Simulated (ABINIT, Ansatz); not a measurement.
# SnH2 (Fm-3m): zone-centre phonons

Which modes does SnH2 (Fm-3m) have at the zone centre?

Method: DFT LDA, scalar-relativistic, plane waves, HGH norm-conserving pseudopotentials, in ABINIT 10.8.3.

This is a report of a sequence of runs, with most program output left out.

The structure was built from a prototype and need not be the compound's stable phase.

## Step 1: Set-up

Symmetry: Fm-3m, No. 225, cubic system. Conventional cell: a = 5.238 Å, b = 5.238 Å, c = 5.238 Å, α = 90.00°, β = 90.00°, γ = 90.00°. Nearest to Sn lie 8 H at 2.27 Å. Nearest to H lie 4 Sn at 2.27 Å. Farther neighbours are not listed.

## Step 2: Relaxation

The harmonic expansion needs vanishing forces, and a free crystal bears no stress, so cell and atoms are brought to rest. Stress is more sensitive to the basis than forces are: the last 3 Ha under the cutoff are smoothed with ecutsm.

The starting cell comes from a relaxation made beforehand in Ansatz (LDA, PseudoDojo NC).

Input file relax.abi:

```
# relaxation
ionmov 2
optcell 2
dilatmx 1.08
ntime 40
tolmxf 1.0d-05
tolvrs 1.0d-14
prtwf 0
prtden 0
chksymtnons 0

# basis, mesh and filling
ecut 43.0
ecutsm 3.0
ixc 7
ngkpt 10 10 10
nshiftk 1
shiftk 0.0 0.0 0.0
istwfk *1
occopt 6
tsmear 0.01
nband 8
nstep 100
diemac 1000000.0
prtebands 0
prtgsr 0
useylm 1

# cell and atoms
acell 6.999511673 6.999511673 6.999511673
rprim 
    -0.7071067812 0.0 0.7071067812
    0.0 0.7071067812 0.7071067812
    -0.7071067812 0.7071067812 0.0
ntypat 2
znucl 50 1
natom 3
typat 1 2 2
xred 
    0.0 0.0 0.0
    0.75 0.75 0.75
    0.25 0.25 0.25
pp_dirpath "./pseudo"
pseudos "Sn.hgh, H.hgh"
```

Launch:

```sh
$ OMP_NUM_THREADS=1 mpirun -n 2 abinit relax.abi > relax.log
```

It took 62 s on 2 MPI ranks of Intel Xeon at 2.70GHz, shared host; 2.1 min of CPU time.

Relaxation path:

| step | energy less that of the first step (eV) | largest force (eV/Å) | volume (Å³) |
| --- | --- | --- | --- |
| 1 | 0.0000 | 0.0000 | 35.93 |
| 2 | 0.0000 | 0.0000 | 35.91 |
| 3 | -0.0001 | 0.0000 | 35.82 |

| conventional cell, symmetrised | before | after | change |
| --- | --- | --- | --- |
| a (Å) | 5.238 | 5.233 | -0.1 % |
| b (Å) | 5.238 | 5.233 | -0.1 % |
| c (Å) | 5.238 | 5.233 | -0.1 % |
| volume (Å³/atom) | 11.98 | 11.94 | -0.3 % |

Final coordinates:

```xyz
3
Lattice="-2.6165 0.0000 2.6165 0.0000 2.6165 2.6165 -2.6165 2.6165 0.0000" Properties=species:S:1:pos:R:3 pbc="T T T"
Sn    0.0000    0.0000    0.0000
H    -3.9247    3.9247    3.9247
H    -1.3082    1.3082    1.3082
```

This step gave:

```yaml
volume_per_atom: 11.94 Å³
pressure: 6.27e-4 GPa
gap_on_the_k_mesh: 0 eV
```

The volume changes by -0.3 % from the cell with which this run began.

## Step 3: Self-consistent run for the response

The response is built on these wavefunctions, so the potential is converged far more tightly than an energy would need. ecutsm is kept as in the relaxation, so that the cell stays at rest. Occupations are smeared.

Input file gs.abi:

```
# ground state
tolvrs 1.0d-16
prtden 1
prtwf 1

# basis, mesh and filling
ecut 43.0
ecutsm 3.0
ixc 7
ngkpt 12 12 12
nshiftk 1
shiftk 0.0 0.0 0.0
istwfk *1
occopt 6
tsmear 0.01
nband 8
nstep 100
diemac 1000000.0
prtebands 0
prtgsr 0
useylm 1

# cell and atoms
acell 6.992430934 6.992430934 6.992430934
rprim 
    -0.7071067812 0.0 0.7071067812
    0.0 0.7071067812 0.7071067812
    -0.7071067812 0.7071067812 0.0
ntypat 2
znucl 50 1
natom 3
typat 1 2 2
xred 
    0.0 0.0 0.0
    0.75 0.75 0.75
    0.25 0.25 0.25
pp_dirpath "./pseudo"
pseudos "Sn.hgh, H.hgh"
```

Launch:

```sh
$ OMP_NUM_THREADS=1 mpirun -n 2 abinit gs.abi > gs.log
```

Elapsed: 41 s, on 2 MPI ranks.

Numbers from this step:

```
pressure : -0.3621 GPa
```

The cell stands at -0.36 GPa, so the frequencies below are those of a cell under stress.

## Step 4: Zone-centre response

At q = 0 one unit cell holds all displacements. The response is solved for single atoms along the cell's directions, and symmetry skips those that follow from others. The crystal is treated as a metal, which screens a static field, so no field response is asked.

Input file dfpt_gamma.abi:

```

# common to the responses
getwfk_filepath "gso_WFK"
kptopt 2
nqpt 1
qpt 0.0 0.0 0.0
asr 0
chneut 0

# displacements
rfphon 1
rfatpol 1 3
rfdir 1 1 1
tolvrs 1.0d-10
prtwf 0

# basis, mesh and filling
ecut 43.0
ecutsm 3.0
ixc 7
ngkpt 12 12 12
nshiftk 1
shiftk 0.0 0.0 0.0
istwfk *1
occopt 6
tsmear 0.01
nband 8
nstep 100
diemac 1000000.0
prtebands 0
prtgsr 0
useylm 1

# cell and atoms
acell 6.992430934 6.992430934 6.992430934
rprim 
    -0.7071067812 0.0 0.7071067812
    0.0 0.7071067812 0.7071067812
    -0.7071067812 0.7071067812 0.0
ntypat 2
znucl 50 1
natom 3
typat 1 2 2
xred 
    0.0 0.0 0.0
    0.75 0.75 0.75
    0.25 0.25 0.25
pp_dirpath "./pseudo"
pseudos "Sn.hgh, H.hgh"
```

Launch:

```sh
$ OMP_NUM_THREADS=1 mpirun -n 2 abinit dfpt_gamma.abi > dfpt_gamma.log
```

Run time: 4.3 min. Hardware: 2 MPI ranks; 8.6 min of CPU time.

Read from the output:

| Item | Value |
| --- | --- |
| largest acoustic frequency at the zone centre before the sum rule | -0.72 cm⁻¹ |
| highest optical zone-centre mode (no LO-TO term) | 645.1 cm⁻¹ |
| lowest optical zone-centre mode | -318.9 cm⁻¹ |

The acoustic modes at Γ come out as far as 0.7 cm⁻¹ from zero, where they should vanish, a small numerical error. The lowest optical mode is imaginary, 319i cm⁻¹, an instability at this level and on this k mesh.

## Step 5: Modes with the sum rule

anaddb reads the merged derivatives and imposes the acoustic sum rule.

Input file anaddb.abi:

```
ddb_filepath "gamma_DDB"
output_file "anaddb.abo"
outdata_prefix "anaddb"
asr 1
chneut 1
enunit 2
eivec 1
nph1l 1
qph1l 0.0 0.0 0.0 1.0
```

Input file mrgddb.in:

```
gamma_DDB
merged
2
dfpt_gammao_DDB
gso_DDB
```

Launch:

```sh
$ mrgddb < mrgddb.in > mrgddb.log
$ OMP_NUM_THREADS=1 anaddb anaddb.abi > anaddb.log
```

It took 0.68 s on 1 thread.

This step gave:

```
lowest optical zone-centre mode : -318.8 cm⁻¹
```

No LO-TO term; unit eigenvectors of the mass-weighted matrix, from anaddb's displacements. Modes at Γ, with each element's share of the kinetic energy (negative means imaginary):

| mode | frequency (cm⁻¹) | symmetry | Sn % | H % |
| --- | --- | --- | --- | --- |
| 1 | -318.8 | T1u | 2 | 98 |
| 2 | -318.8 | T1u | 2 | 98 |
| 3 | -318.8 | T1u | 2 | 98 |
| 4 | 0.0 | acoustic | 98 | 2 |
| 5 | 0.0 | acoustic | 98 | 2 |
| 6 | 0.0 | acoustic | 98 | 2 |
| 7 | 645.1 | T2g | 0 | 100 |
| 8 | 645.1 | T2g | 0 | 100 |
| 9 | 645.1 | T2g | 0 | 100 |

Displacements in mode 1 (-318.8 cm⁻¹), the largest set to 1:
```
Sn1  0.00  0.00  0.02
H2   0.00  0.00 -1.00
H3   0.00  0.00 -1.00
```

Displacements in mode 7 (645.1 cm⁻¹), the largest set to 1:
```
Sn1  0.00  0.00  0.00
H2   0.00  0.00  1.00
H3   0.00  0.00 -1.00
```

The rule moves no optical mode by more than 0.1 cm⁻¹.

## Step 6: Sum rules set otherwise (asr 0)

Without the rule the raw error of the acoustic modes shows.

Edit anaddb.abi of step 5 so:

```diff
@@ -3,4 +3,4 @@
 outdata_prefix "anaddb"
-asr 1
-chneut 1
+asr 0
+chneut 0
 enunit 2
```

mrgddb.in is that of step 5.

Elapsed: 0.73 s, on 1 thread.

This step gave:

```yaml
lowest_optical_zone_centre_mode: -318.9 cm⁻¹
```

Zone-centre frequencies as printed; negative means imaginary. Modes:

| mode | frequency (cm⁻¹) |
| --- | --- |
| 1 | -318.9 |
| 2 | -318.9 |
| 3 | -318.9 |
| 4 | -0.72 |
| 5 | -0.72 |
| 6 | -0.72 |
| 7 | 645.1 |
| 8 | 645.1 |
| 9 | 645.1 |

## Step 7: What came out

| Property | Result |
| --- | --- |
| space group after relaxation | Fm-3m |
| volume per atom | 11.9 Å³ |
| highest optical zone-centre mode (no LO-TO term) | 645.1 cm⁻¹ |
| lowest optical zone-centre mode | -318.8 cm⁻¹ |
| imaginary optical modes at the zone centre (no q mesh in this session) | yes |

In words: At the LDA level the optical modes of SnH2 (Fm-3m) at the zone centre run from 319i to 645 cm⁻¹, so the structure is a saddle point, with 3 modes beyond 10i cm⁻¹ there. The base run is for a cell under -0.36 GPa; after a relaxation such a stress comes from settings that changed since (cutoff, k mesh or smearing). These are harmonic frequencies at zero temperature: anharmonic shifts and linewidths and thermal expansion are left out. The HGH files keep few electrons and have no core correction, which is cheap but rough for Sn. In a metal the frequencies hang on the k mesh and the smearing, most of all near Kohn anomalies. The structure is a hypothetical one, built on a prototype.

[Host names and launcher messages were left out of these logs when they were recorded.]

[Logs are printed without paths, hosts, clocks, repeated set-up lines and the standing remarks that a program may print on its own settings, such as how far it seeks lower states.]

[Hosts, paths, dates, database ids (printed as entryN), source tags and the programs' standing remarks are cut or masked in the printed files.]
